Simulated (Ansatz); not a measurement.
**WC [001], hexagonal: uniaxial strain and lateral response**

The c axis is held at a set length while the cell relaxes sideways. How do the lateral strain and the stress follow? The strained cell has c along the load; unstrained it is a = 2.8989 Å, b = 2.8989 Å, c = 2.8273 Å, α = 90.00°, β = 90.00°, γ = 120.00°, with 2 atoms.

Calculated with Ansatz 0.2.0, PBEsol, PAW files of the set soft_1, cutoff 600 eV, Fermi–Dirac smearing 0.05 eV, k-mesh 17×17×15, no spin polarisation, no spin-orbit coupling.

Relaxed positions at 0 %:

```csv
atom,x,y,z
W,0.0000,0.0000,0.0000
C,0.6667,0.3333,0.5000
```

```
ε_c (%)   a (Å)   c (Å)  ε_a (%)  σ (GPa, tension positive)
     −3  2.9167  2.7425    0.616                     −29.73
     −1  2.9045  2.7991    0.195                      −9.45
      0  2.8989  2.8273    0.000                       0.00
      1  2.8935  2.8556   −0.186                       8.96
      2  2.8883  2.8839   −0.365                      17.40
      3  2.8834  2.9122   −0.535                      25.44
```

**Question.** Fit both responses and give the free strain and the stress at −2 %, a row left out above.

Least squares with y = y0 + y1 ε + y2 ε² (ε in %) gives ε_a = 0.000 + (−0.1917) ε + (0.0045) ε² and σ = −0.01 + (9.193) ε + (−0.238) ε² GPa. The linear terms put the ratio of free to applied strain at −0.192 and the Young modulus at 919 GPa.

At −2 % the free strain comes out as 0.401 %. The run itself gives 0.402 %, so the estimate misses by 0.001 %, a rounding's worth.

The stress comes out as −19.35 GPa. The run itself gives −19.32 GPa, so the estimate misses by 0.03 GPa; the fitted rows themselves lie up to 0.03 GPa off the law.

The negative ε² term means that the crystal stiffens in compression and softens in tension.

[Logs are printed without paths, hosts, clocks, repeated set-up lines and the standing remarks that a program may print on its own settings, such as how far it seeks lower states.]
